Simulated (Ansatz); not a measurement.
# Is GaGeMo in the AlB2 type a stable metal?, part 2 of 3

Question: is the lattice of GaGeMo in the AlB2 type stable, and if so, what are its coupling constant and resistivity?

Ansatz 0.2.0; DFT LDA, scalar-relativistic, plane waves, PAW; PAW set soft_1.

So far. Step 2 (Rough relaxation): The largest force is now zero by symmetry and the largest stress component 0.10 GPa. Step 3 (Relaxation): The largest force is now zero by symmetry and the largest stress component 0.030 GPa. The relaxed cell has a = 4.464, c = 2.598 Å (conventional setting).

The structure was built from a prototype and need not be the compound's stable phase.

## 4. Relaxing tightly for phonons

No force is left; the cell is relaxed once more with another smearing and tight thresholds.

Input file input.yaml:

```yaml
crystal:
  lattice:
    - [4.4642890616, -3.2286e-06, 0.0]
    - [-2.2321417347, 3.8661893515, 0.0]
    - [0.0, 0.0, 2.5984929218]
  atoms:
    - { symbol: Mo, position: [0.0, 0.0, 0.0] }
    - { symbol: Ga, position: [0.3333333333, 0.6666666667, 0.5] }
    - { symbol: Ge, position: [0.6666666667, 0.3333333333, 0.5] }
kpoints:
  mp_grid: { grid: [9, 9, 12] }
hamiltonian:
  xc: lda
  pseudopotentials: { kind: paw, azcp: { folder: soft_1 }, xc_functional: pbe }
scf:
  occupations: { method: methfessel_paxton, width: 0.2 }
output:
  forces: true
  stress: true
  eigenvalues: true
relax:
  adjacent_minimum: "off"
  f_tol: 0.001
  max_steps: 60
  cell: { stress_tol: 0.01 }
```

Launch:

```bash
$ ansatz run input.yaml --threads 4 --pin off --max-ram 12288MiB --backend cpu --events-out ev --progress --plain --runs-dir out
```

Numbers of over 12 decimals in the logs are rounded to 6 here.

The log of the run:

```text
[the first part of the log is left out]
  E_paw        = -6948.194358  (= ΣΔE_a)
  E_vpaw       = -864.835684  (= ΣTr[D̂ρ^β])
  E_aug_tail   = -0.000165  (compensation charges beyond the density's cutoff)
  E_ewald      = -4725.575628
  E_core_change = 4.109623  (= ΣΔE_core)
  E_smearing   = -0.001950  (= −TS)
  E_closure    = -0.000000  (closes the sum)
  Σ components = -12764.973506   (vs F -12764.973506, Δ=0.00e0)
[...]
--- Stress (GPa, compression-positive) ---
        0.008169       0.000000      -0.000000
       -0.000000       0.008169      -0.000000
       -0.000000      -0.000000      -0.006393
  P = ⅓ Tr σ = 0.0033 GPa (0.033 kbar)
--- Band table (eV; the first three rows and the last of 84) ---
[...]
--- Relaxed structure (2 steps of the walk, 2 accepted, 1 SCFs on fresh bases) ---
[...]
cell:  # Å, volume = 44.8501 Å³
    - [4.464672, -3.2289059095068864e-6, 0]
    - [-2.232333, 3.866521, 0]
    - [0, 0, 2.598088]
  atoms:
    - { symbol: Mo, position: [0, 0, 0] }
    - { symbol: Ga, position: [0.333333, 0.666667, 0.5] }
    - { symbol: Ge, position: [0.666667, 0.333333, 0.5] }
```

Wall time 9.2 s (4 threads of Arm Neoverse V1, shared host); peak memory 0.46 GiB; 35 s of CPU time.

Little changed from the start: no atom moved by 0.005 Å and no cell edge by 0.1 %.

This step gave:

- pressure: 0.003315 GPa

The largest force is now zero by symmetry and the largest stress component 0.0082 GPa, small enough for phonons.

## 5. Phonons by linear response: q 2×2×2, k 4×4×6

Couplings are defined for a stable lattice alone, so phonons come first.

Input file input.yaml:

```yaml
crystal:
  lattice:
    - [4.4646718286, -3.2289e-06, 0.0]
    - [-2.232333118, 3.8665208376, 0.0]
    - [0.0, 0.0, 2.5980880857]
  atoms:
    - { symbol: Mo, position: [0.0, 0.0, 0.0] }
    - { symbol: Ga, position: [0.3333333333, 0.6666666667, 0.5] }
    - { symbol: Ge, position: [0.6666666667, 0.3333333333, 0.5] }
kpoints:
  mp_grid: { grid: [4, 4, 6] }
hamiltonian:
  xc: lda
  pseudopotentials: { kind: paw, azcp: { folder: soft_1 }, xc_functional: pbe }
scf:
  occupations: { method: methfessel_paxton, width: 0.2 }
output:
  eigenvalues: true
phonons:
  method: dfpt
  qmesh: [2, 2, 2]
  temperatures: { t_max: 1000, t_step: 50 }
  qpath:
    path:
      - [[0.0, 0.0, 0.0], [0.5, 0.0, 0.0], [0.33333333, 0.33333333, 0.0], [0.0, 0.0, 0.0], [0.0, 0.0, 0.5], [0.5, 0.0, 0.5], [0.33333333, 0.33333333, 0.5], [0.0, 0.0, 0.5]]
      - [[0.5, 0.0, 0.5], [0.5, 0.0, 0.0]]
      - [[0.33333333, 0.33333333, 0.5], [0.33333333, 0.33333333, 0.0]]
    npoints: 10
```

The log of the run:

```text
[...]
Crystal: 3 atoms, lattice volume = 44.850 Å³
Basis set: ecut = 420 eV, 903 PW (Γ), exchange–correlation on 60×60×36 points (8 copies of the dense FFT grid, shifted against one another)
Bands: 25, of which v1, the nominal top of the filled ones, is band 21 counted from 1 (20 counted from 0)
Symmetry: 12 space group operations
k-points: 16 of 96 (time reversal used)
[...]
SCF iter   1: F=—  HF=-12766.477801 eV  |F-HF|=—  |Δ(HF+E_count)|=         —  Δρ=9.40e-2  dr2=6.85e0  ethr=3.10e-3  ⟨swp⟩=4.8  Hψ=1464  notcnv=0
[...]
SCF iter  11: F=-12765.027749 eV  HF=-12765.027749 eV  |F-HF|=0.00e0  |Δ(HF+E_count)|=  9.09e-12  S|Δr|=    0.00e0  Δρ=4.10e-8  dr2=2.52e-13  ethr=1.00e-12  ⟨swp⟩=5.6  Hψ=1668  notcnv=0
SCF 1 converged in 11 iterations: F = -12765.027749 eV  dr2 = 2.52e-13
[...]
phonons: the bands overlap, so this run is a metal and interpolates without the dipole-dipole term. If the crystal is really an insulator or semiconductor, its LO-TO splitting is missing
NSCF: frozen V_eff on 16 k-points
[...]
DFPT response loops at q = (0, 0, 0) (fractional): preconditioner auto → Kerker (q_TF=auto, 2.688 Å⁻¹) (partly filled bands, converged f_vac=0.000); β = 1.00, the filter's whole step (`scf.mixing.beta` (0.50) is not read by the response loops under this deck's `scf.mixing.preconditioner`; to damp them name `kerker` or `kerker_dos`, under which they read `scf.mixing.beta`, and type it under 1.00, their step now; both keys bind the ground state too); Broyden in place of MSR1
[...]
SCF converged after 11 iterations
Stability not checked: this state was not tested for a lower state beside it, because cold or Methfessel-Paxton smearing, or corrected tetrahedra, fill the levels in a way that the test cannot read (fill_not_monotonic; see scf.lower_state_search)
Free energy (F): -12765.027749 eV
[...]
Internal energy: -12765.019659 eV  (E = F + TS)
E sigma→0 (E₀):  -12765.025726 eV
Entropy (-TS):   -0.008090 eV (-2.697 meV/atom)
Fermi energy:    16.590854 eV
[...]
--- Band table (eV; the first three rows and the last of 16) ---
  k-point 0: bands = [... 17 lower, 11.7154, 12.7091, 16.7353, 16.7353, 18.4403, 18.4403, 20.1016, 20.1016]
  k-point 1: bands = [... 17 lower, 12.2979, 13.8890, 15.2717, 15.2717, 19.5984, 19.5984, 19.8746, 20.0796]
  k-point 2: bands = [... 17 lower, 13.3620, 13.7410, 13.7410, 14.0514, 18.6586, 18.6586, 18.8430, 21.7148]
  k-point 15: bands = [... 17 lower, 13.1113, 13.5832, 15.5963, 16.6190, 17.0508, 17.8071, 18.2081, 21.6885]
--- Phonons (Γ-DFPT): 6 representative perturbations + reference (Σ response iterations 18) ---
  ASR residual: 6.658e-5 → 0.000e0 eV/Å²; symmetrization residual: 2.724e-5 eV/Å²
  ASR residual per site (eV/Å²): 1.83e-5 3.92e-5 6.66e-5
  Γ frequencies (cm⁻¹): -67.23 0.00 0.00 0.00 52.07 121.22 121.22 193.74 193.74
--- Phonons (arbitrary-q DFPT): 4 irreducible q on the 2×2×2 mesh ---
  q = [0.0000, 0.0000, 0.0000] (star 1, of the zone-centre solve; hermiticity 8.60e-6, symmetrization 2.99e-7): -67.23 -0.00 -0.00 0.00 52.07 121.22 121.22 193.74 193.74
  q = [0.0000, 0.0000, -0.5000] (star 1, 6 solved perturbations in 168 linear systems a pass and spin channel, the states on 40 of 96 k-point pairs; hermiticity 1.78e-6, symmetrization 4.38e-6): -127.71 -127.71 -7.49 66.60 66.60 198.99 198.99 199.08 215.04
[...]
sum rule: each row above includes the acoustic sum rule's correction from the zone centre's row sums; it moved no ω² by more than (0.50 cm⁻¹)²
  mesh force constants: q→R imaginary residual 2.06e-17; ASR residual 6.658e-5 → 0.000e0 eV/Å²; symmetrization residual 9.770e-15 eV/Å²
  interpolated dispersion: 93 rows × 9 modes
  density of states and harmonic sums: on the 16×16×24 q-mesh, interpolated from the force constants of a 2×2×2 supercell (no non-analytic term)
  largest difference from the sums on the solved wave vectors: F 1.99e-1 eV, S 2.72e-4 and C_V 7.52e-5 eV/K
  zero-point energy: 0.066450 eV/cell   skipped modes (ω ≤ 0): 499, of them read as no rigid motion or as one in doubt: 496 (1.152e0 modes/cell left out, lowest -127.71 cm⁻¹)   left out of the sums: 1.28e-1 of the cell's modes: C_V's classical limit lies that fraction below 3 k_B per atom; for a crystal, a wire or a layer, F and S can be off by more, and a phonons.interpolated_qmesh denser along its periods is the remedy for the sampling
```

It took 38 s on 4 threads; peak memory 0.52 GiB; 2.4 min of CPU time.

This step gave:

- share of imaginary modes in the plain interpolation between solved wavevectors: 0.1263
- highest frequency, solved or plainly interpolated: 245.4 cm⁻¹

Solved on the 2×2×2 mesh alone; all other wavevectors are interpolated. Phonon branches along the path, in cm⁻¹:

| point | branch 1 | branch 2 | branch 3 | branch 4 | branch 5 | branch 6 | branch 7 | branch 8 | branch 9 |
| --- | --- | --- | --- | --- | --- | --- | --- | --- | --- |
| Γ | -67 | 0 | 0 | 0 | 52 | 121 | 121 | 194 | 194 |
| halfway | -89 | -28 | 30 | 45 | 86 | 113 | 128 | 204 | 213 |
| M | -111 | -48 | 54 | 71 | 90 | 121 | 132 | 216 | 229 |
| halfway | -112 | -46 | 49 | 64 | 91 | 118 | 151 | 203 | 236 |
| K | -114 | -43 | 44 | 61 | 99 | 110 | 178 | 183 | 241 |
| halfway | -94 | -31 | 31 | 44 | 96 | 113 | 130 | 202 | 220 |
| Γ | -67 | 0 | 0 | 0 | 52 | 121 | 121 | 194 | 194 |
| halfway | -78 | -78 | -34 | 87 | 87 | 145 | 149 | 196 | 196 |
| A | -128 | -128 | -8 | 67 | 67 | 199 | 199 | 199 | 215 |
| halfway | -103 | -34 | 63 | 74 | 150 | 199 | 205 | 208 | 214 |
| L | -70 | 61 | 114 | 134 | 153 | 209 | 216 | 217 | 224 |
| halfway | -26 | 63 | 107 | 142 | 160 | 197 | 210 | 216 | 238 |
| H | 64 | 83 | 84 | 157 | 165 | 179 | 210 | 215 | 245 |
| halfway | -89 | 37 | 63 | 87 | 163 | 193 | 207 | 214 | 215 |
| A | -128 | -128 | -8 | 67 | 67 | 199 | 199 | 199 | 215 |
| jump to L | -70 | 61 | 114 | 134 | 153 | 209 | 216 | 217 | 224 |
| halfway | 30 | 72 | 100 | 111 | 133 | 150 | 159 | 208 | 222 |
| M | -111 | -48 | 54 | 71 | 90 | 121 | 132 | 216 | 229 |
| jump to H | 64 | 83 | 84 | 157 | 165 | 179 | 210 | 215 | 245 |
| halfway | 63 | 86 | 93 | 115 | 151 | 154 | 168 | 175 | 236 |
| K | -114 | -43 | 44 | 61 | 99 | 110 | 178 | 183 | 241 |

The phonon branches as a text plot (rows in cm⁻¹):

```
    238 |      *****                   *****             ********
    222 |   ***     *           **  *********  **********
    207 | **** **   ***        ************************  **
    191 |**      ***  **********  *     *  ****   *        *
    175 |        **          **          ****      *     ********
    160 |       *  *         *      ******          *    ****
    144 |      *    *       *      *   ** *  *   ** **      *
    129 |******      ****  *          *    *  *  ********    *
    113 |*************** **       *  ***         ****   *   * ***
     98 |   *** *****      *        **  *** *       *** *   ** **
     82 |      *     *    * **   *  *    * *   *     *** ******
     67 |  * ******   *  *    ***********************************
     51 |**************** *                   *      *  *      **
     36 |   *       *             *     *           *
     20 |***         *** *
      4 |*             **        *             *
    -11 |**           ** *     **               *
    -27 |  **        *    *  **                    *   *        *
    -42 |    ********      **      *       *      *   * *     *
    -58 |                ***           *     *   *
    -73 |**           ***   *        **     *
    -89 |  **        *       *      *         *                *
   -104 |    ***   **         *   **         *         **       *
   -120 |       ***            ****           ***
         Γ    M  K      Γ       A     L  H     A|L     M|H      K
```

Lowest modes at the softest wavevector of the mesh. The modes at q = (0.000, 0.000, 0.500) (shares of kinetic energy by element, %) (negative means imaginary):

| mode | frequency (cm⁻¹) | Mo % | Ga % | Ge % |
| --- | --- | --- | --- | --- |
| 1 | -127.7 | 100 | 0 | 0 |
| 2 | -127.7 | 100 | 0 | 0 |
| 3 | -7.5 | 100 | 0 | 0 |
| 4 | 66.6 | 0 | 43 | 57 |
| 5 | 66.6 | 0 | 43 | 57 |
| 6 | 199.0 | 0 | 57 | 43 |

Displacements in mode 2 (-127.7 cm⁻¹), the largest set to 1, in the home cell:
```
Mo1 0.73 1.00 0.00
Ga2 0.00 0.00 0.00
Ge3 0.00 0.00 0.00
```

Displacements in mode 6 (199.0 cm⁻¹), the largest set to 1, in the home cell (x, y, z of the real part, then of the imaginary part):
```
Mo1  0.00  0.00  0.00  0.00  0.00  0.00
Ga2 -0.56  0.99  0.00  0.23  0.13  0.00
Ge3  0.47 -0.84  0.00 -0.20 -0.11  0.00
```

Among the solved wavevectors the lowest mode, translations apart, is -128 cm⁻¹, imaginary.

## 6. Lattice stability: q 3×3×3, k 6×6×9

An imaginary mode on so few k-points may come from the sampling, so the phonons are repeated with another q and k mesh.

Edit input.yaml of step 5 so:

```diff
@@ -10,3 +10,3 @@
 kpoints:
-  mp_grid: { grid: [4, 4, 6] }
+  mp_grid: { grid: [6, 6, 9] }
 hamiltonian:
@@ -20,3 +20,3 @@
   method: dfpt
-  qmesh: [2, 2, 2]
+  qmesh: [3, 3, 3]
   temperatures: { t_max: 1000, t_step: 50 }
```

The log of the run:

```text
[...]
Crystal: 3 atoms, lattice volume = 44.850 Å³
Basis set: ecut = 420 eV, 903 PW (Γ), exchange–correlation on 60×60×36 points (8 copies of the dense FFT grid, shifted against one another)
Bands: 25, of which v1, the nominal top of the filled ones, is band 21 counted from 1 (20 counted from 0)
Symmetry: 12 space group operations
k-points: 35 of 324 (time reversal used)
[...]
SCF iter   1: F=—  HF=-12766.478735 eV  |F-HF|=—  |Δ(HF+E_count)|=         —  Δρ=9.51e-2  dr2=7.03e0  ethr=3.10e-3  ⟨swp⟩=4.6  Hψ=3248  notcnv=0
[...]
SCF iter  11: F=-12764.998208 eV  HF=-12764.998208 eV  |F-HF|=7.28e-12  |Δ(HF+E_count)|=  3.64e-12  S|Δr|=    0.00e0  Δρ=9.72e-8  dr2=4.62e-12  ethr=1.00e-12  ⟨swp⟩=5.5  Hψ=3762  notcnv=0
SCF 1 converged in 11 iterations: F = -12764.998208 eV  dr2 = 4.62e-12
[...]
SCF converged after 11 iterations
[...]
Free energy (F): -12764.998208 eV
[...]
Internal energy: -12764.995113 eV  (E = F + TS)
E sigma→0 (E₀):  -12764.997434 eV
Entropy (-TS):   -0.003095 eV (-1.032 meV/atom)
Fermi energy:    16.448954 eV
[...]
--- Band table (eV; the first three rows and the last of 35) ---
  k-point 0: bands = [... 17 lower, 11.7208, 12.7402, 16.7399, 16.7399, 18.4304, 18.4304, 20.0643, 20.0643]
  k-point 1: bands = [... 17 lower, 11.9817, 13.3043, 15.9220, 15.9220, 19.1340, 19.1340, 20.0210, 20.0210]
  k-point 2: bands = [... 17 lower, 12.7466, 14.4476, 14.6405, 14.6405, 18.5358, 19.5332, 19.5332, 20.5463]
  k-point 34: bands = [... 17 lower, 13.1752, 13.8959, 15.8545, 16.5600, 17.0971, 17.2932, 17.4071, 22.6599]
[...]
ASR residual: 1.134e-4 → 0.000e0 eV/Å²; symmetrization residual: 2.242e-5 eV/Å²
  ASR residual per site (eV/Å²): 1.13e-4 8.58e-5 7.24e-5
  Γ frequencies (cm⁻¹): -66.65 0.00 0.00 0.00 58.74 123.33 123.33 224.67 224.67
--- Phonons (arbitrary-q DFPT): 6 irreducible q on the 3×3×3 mesh ---
[...]
interpolated dispersion: 93 rows × 9 modes
[...]
```

Wall time 4 min (4 threads); peak memory 1.2 GiB; 15 min of CPU time.

This step gave:

```yaml
share_of_imaginary_modes_in_the_plain_interpolation_between_solved_wavevectors: 0.0263
highest_frequency_solved_or_plainly_interpolated: 250.6 cm⁻¹
```

Solved on the 3×3×3 mesh alone; all other wavevectors are interpolated. The phonon branches at the labelled points (cm⁻¹):

| point | branch 1 | branch 2 | branch 3 | branch 4 | branch 5 | branch 6 | branch 7 | branch 8 | branch 9 |
| --- | --- | --- | --- | --- | --- | --- | --- | --- | --- |
| Γ | -67 | 0 | 0 | 0 | 59 | 123 | 123 | 225 | 225 |
| halfway | -70 | 6 | 52 | 57 | 99 | 127 | 134 | 216 | 230 |
| M | -83 | -15 | 64 | 73 | 118 | 128 | 141 | 211 | 236 |
| halfway | -85 | 10 | 48 | 60 | 113 | 126 | 159 | 203 | 239 |
| K | -88 | 18 | 20 | 56 | 109 | 123 | 183 | 186 | 242 |
| halfway | -73 | 14 | 50 | 56 | 110 | 124 | 139 | 213 | 232 |
| Γ | -67 | 0 | 0 | 0 | 59 | 123 | 123 | 225 | 225 |
| halfway | 45 | 45 | 106 | 106 | 142 | 152 | 168 | 213 | 213 |
| A | 52 | 52 | 93 | 93 | 200 | 200 | 200 | 213 | 240 |
| halfway | 78 | 82 | 102 | 108 | 194 | 204 | 208 | 232 | 233 |
| L | 62 | 101 | 132 | 139 | 172 | 210 | 213 | 224 | 245 |
| halfway | 60 | 108 | 137 | 140 | 172 | 203 | 210 | 224 | 248 |
| H | 58 | 115 | 135 | 155 | 164 | 195 | 210 | 223 | 251 |
| halfway | 74 | 89 | 107 | 115 | 195 | 203 | 205 | 231 | 236 |
| A | 52 | 52 | 93 | 93 | 200 | 200 | 200 | 213 | 240 |
| jump to L | 62 | 101 | 132 | 139 | 172 | 210 | 213 | 224 | 245 |
| halfway | 68 | 108 | 126 | 128 | 142 | 155 | 172 | 208 | 226 |
| M | -83 | -15 | 64 | 73 | 118 | 128 | 141 | 211 | 236 |
| jump to H | 58 | 115 | 135 | 155 | 164 | 195 | 210 | 223 | 251 |
| halfway | 43 | 110 | 123 | 147 | 150 | 154 | 178 | 180 | 232 |
| K | -88 | 18 | 20 | 56 | 109 | 123 | 183 | 186 | 242 |

The phonon branches as a text plot (rows in cm⁻¹):

```
    244 |      *****            *** *********  **        **   ***
    229 |******     ******     *   ************  ** *****  ***
    215 | *****     ***   ***** *** *******    *****   ****
    201 |      **  *          *******   *********** ***  ***
    187 |        **          ***   **      **     **      *******
    173 |        **         ***      **** *      ****      ****
    159 |       *  *         *           *         ***   ****
    145 |     **    *       *         *** *      *  * ***   *
    131 |********  * ***   *        *********    *********** ***
    117 |   *********   ****        **  *** *        ************
    103 |        *          ***    * ***   ****  **** *      ** *
     88 |  *         *    *    ******         ***
     74 |    **       *   *       ***       ***     *****     **
     60 |*****************       **  *******   * ***    ***     *
     46 |  *    *   **      *****               *          **   *
     32 | *        *  ** ***                           *     **
     18 |*      *****  *  *                                    **
      4 |   *        *  **
    -10 |*** ***      **                                *
    -24 |
    -38 |                                                      *
    -53 |                *
    -67 |****        ****                              *
    -81 |    ********                                   *       *
         Γ    M  K      Γ       A     L  H     A|L     M|H      K
```

Lowest modes at the softest wavevector of the mesh. Modes at q = (0.333, 0.333, 0.000), with each element's share of the kinetic energy (negative means imaginary):

| mode | frequency (cm⁻¹) | Mo % | Ga % | Ge % |
| --- | --- | --- | --- | --- |
| 1 | -87.8 | 100 | 0 | 0 |
| 2 | 17.6 | 0 | 48 | 52 |
| 3 | 20.1 | 0 | 0 | 100 |
| 4 | 56.4 | 0 | 100 | 0 |
| 5 | 109.1 | 88 | 12 | 0 |
| 6 | 122.8 | 90 | 0 | 10 |

Displacements in mode 1 (-87.8 cm⁻¹), the largest set to 1, in the home cell:
```
Mo1 0.00 0.00 1.00
Ga2 0.00 0.00 0.00
Ge3 0.00 0.00 0.00
```

Displacements in mode 5 (109.1 cm⁻¹), the largest set to 1, in the home cell (x, y, z of the real part, then of the imaginary part):
```
Mo1  0.11  0.99  0.00  0.99 -0.11  0.00
Ga2 -0.05  0.43  0.00 -0.43 -0.05  0.00
Ge3  0.00  0.00  0.00  0.00  0.00  0.00
```

The modes has structure finer than the step of the table below, so its rows give means over 10 cm⁻¹, whole bins alone (the curve runs from -97.8 to 268 cm⁻¹). Peaks (cm⁻¹: height): Ga 63.0: 0.0317, 81.4: 0.0113, 99.8: 0.0143, 207.8: 0.0443, 230.8: 0.0219; Ge 33.2: 0.0106, 65.3: 0.0318, 95.2: 0.0145, 122.8: 0.0162, 210.1: 0.0344, 223.9: 0.0268; Mo -74.8: 0.00659, 65.3: 0.0154, 109.0: 0.0499, 125.1: 0.0491, 173.3: 0.0101, 230.8: 0.0093.

Phonopy on the run's constants, 15x15x21 mesh, Gaussian sigma 2.6 cm⁻¹. Table of modes by wavenumber; means over each step; values in 1/cm⁻¹/cell:

| wavenumber (cm⁻¹) | Ga | Ge | Mo |
| --- | --- | --- | --- |
| -90 | 2.4e-6 | 3.7e-6 | 8.0e-4 |
| -80 | 2.2e-5 | 6.2e-5 | 0.00445 |
| -70 | 4.2e-5 | 3.2e-4 | 0.00500 |
| -60 | 1.9e-5 | 4.8e-4 | 0.00244 |
| -50 | 1.5e-5 | 1.8e-4 | 0.00183 |
| -40 | 4.6e-5 | 4.4e-5 | 0.00336 |
| -30 | 3.0e-5 | 5.3e-5 | 0.00159 |
| -20 | 3.7e-5 | 1.4e-4 | 7.4e-4 |
| -10 | 2.2e-4 | 8.6e-4 | 7.5e-4 |
| 0 | 8.9e-5 | 5.0e-4 | 8.3e-5 |
| 10 | 1.7e-4 | 0.00171 | 5.0e-4 |
| 20 | 4.7e-4 | 0.00180 | 0.00110 |
| 30 | 0.00216 | 0.00675 | 0.00124 |
| 40 | 0.00355 | 0.00611 | 0.00161 |
| 50 | 0.00926 | 0.00940 | 0.00426 |
| 60 | 0.0254 | 0.0239 | 0.0109 |
| 70 | 0.0164 | 0.0168 | 0.0112 |
| 80 | 0.00893 | 0.00387 | 0.00528 |
| 90 | 0.00613 | 0.00884 | 0.00986 |
| 100 | 0.0122 | 0.0109 | 0.0308 |
| 110 | 0.0110 | 0.00874 | 0.0474 |
| 120 | 0.0132 | 0.0140 | 0.0394 |
| 130 | 0.0135 | 0.0140 | 0.0380 |
| 140 | 0.0125 | 0.0133 | 0.0121 |
| 150 | 0.00765 | 0.00989 | 0.00592 |
| 160 | 0.00902 | 0.00840 | 0.00407 |
| 170 | 0.0108 | 0.00894 | 0.00730 |
| 180 | 0.0113 | 0.0104 | 0.00431 |
| 190 | 0.0141 | 0.0104 | 0.00610 |
| 200 | 0.0300 | 0.0221 | 0.00674 |
| 210 | 0.0359 | 0.0306 | 0.00623 |
| 220 | 0.0167 | 0.0239 | 0.00529 |
| 230 | 0.0204 | 0.0237 | 0.00850 |
| 240 | 0.00846 | 0.00843 | 0.00814 |
| 250 | 6.5e-4 | 5.4e-4 | 0.00282 |
| 260 | 5.5e-6 | 5.0e-6 | 2.3e-5 |

No LO-TO term; unit eigenvectors of the mass-weighted matrix. The modes at Γ (shares of kinetic energy by element, %) (negative means imaginary):

| mode | frequency (cm⁻¹) | symmetry | Mo % | Ga % | Ge % |
| --- | --- | --- | --- | --- | --- |
| 1 | -66.6 | A2'' | 53 | 3 | 44 |
| 2 | 0.0 | unnamed | 40 | 29 | 30 |
| 3 | 0.0 | unnamed | 40 | 29 | 30 |
| 4 | 0.0 | unnamed | 40 | 29 | 30 |
| 5 | 58.7 | A2'' | 7 | 67 | 26 |
| 6 | 123.3 | E' | 60 | 17 | 24 |
| 7 | 123.3 | E' | 60 | 17 | 24 |
| 8 | 224.7 | E' | 0 | 54 | 46 |
| 9 | 224.7 | E' | 0 | 54 | 46 |

Displacements in mode 1 (-66.6 cm⁻¹), the largest set to 1:
```
Mo1  0.00  0.00  0.96
Ga2  0.00  0.00 -0.28
Ge3  0.00  0.00 -1.00
```

Displacements in mode 5 (58.7 cm⁻¹), the largest set to 1:
```
Mo1  0.00  0.00 -0.27
Ga2  0.00  0.00  1.00
Ge3  0.00  0.00 -0.61
```

Among the solved wavevectors the lowest mode, translations apart, is -87.8 cm⁻¹, imaginary.

(Continued in part 3 of 3.)

[Logs are printed without paths, hosts, clocks, repeated set-up lines and the standing remarks that a program may print on its own settings, such as how far it seeks lower states.]

[Hosts, paths, dates, database ids (printed as entryN), source tags and the programs' standing remarks are cut or masked in the printed files.]
